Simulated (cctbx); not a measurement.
**Sc2Zn3Fe3Ge3 across an absorption edge**

Space group P-62m (no. 189), a = 7.2290 Å, b = 7.2290 Å, c = 3.8560 Å, α = 90.00°, β = 90.00°, γ = 120.00°.

```
atom  mult.    x       y    z  Ueq (Å²)
 Ge1      3    0  0.3880  1/2    0.0137
 Zn1      3    0  0.1954    0    0.0154
 Fe1      3    0  0.7109  1/2    0.0171
 Sc1      2  2/3     1/3    0    0.0126
```

The model is made up (kin elements in a known structure type, no relaxation), so it says nothing on whether the phase exists.

Calculated with cctbx: free-atom f′ and f″ from the Sasaki tables, no fine structure; amplitudes in electrons.

| E (eV) | F 3 0 1 | F 0 0 1 | F 2 0 0 | F 1 0 1 |
| --- | --- | --- | --- | --- |
| 9059 | 65.1 | 37.4 | 10.8 | 24.3 |
| 9409 | 64.5 | 39.7 | 10.7 | 22.8 |
| 9539 | 64.0 | 41.7 | 10.4 | 21.6 |
| 9599 | 63.5 | 43.7 | 10.1 | 20.4 |
| 9629 | 63.0 | 45.8 | 9.7 | 19.2 |
| 9644 | 62.6 | 47.9 | 9.4 | 18.0 |
| 9651 | 62.1 | 49.9 | 9.0 | 16.9 |
| 9655 | 61.6 | 52.0 | 8.7 | 15.7 |
| 9663 | 61.8 | 52.3 | 9.3 | 16.1 |
| 9667 | 62.3 | 49.9 | 9.6 | 17.4 |
| 9674 | 62.7 | 47.9 | 10.0 | 18.5 |
| 9689 | 63.2 | 45.6 | 10.4 | 19.7 |
| 9719 | 63.7 | 43.3 | 10.8 | 20.9 |
| 9809 | 64.3 | 40.2 | 11.3 | 22.5 |
| 10059 | 64.9 | 36.4 | 12.2 | 24.2 |

**Question.** Which edge is crossed, and why do the reflections move as they do?

The K edge of Zn. The edge is at 9659 eV. f′ of Zn falls from -4.0 e at 9539 eV to -7.6 e at 4 eV below it, and f″ steps from 0.49 to 3.89 e across it. Over that approach |F| changes by -4 % (3 0 1), +25 % (0 0 1), -16 % (2 0 0) and -27 % (1 0 1): a reflection falls where Zn scatters in phase with the total and rises where it scatters against it; it hardly moves where the Zn term is small or cancels by symmetry or lies in quadrature to the total. The f″ term interferes with the normal scattering with opposite sign for the two Friedel mates. These reflections are centric, so their Friedel mates stay equal.

[Logs are printed without paths, hosts, clocks, repeated set-up lines and the standing remarks that a program may print on its own settings, such as how far it seeks lower states.]
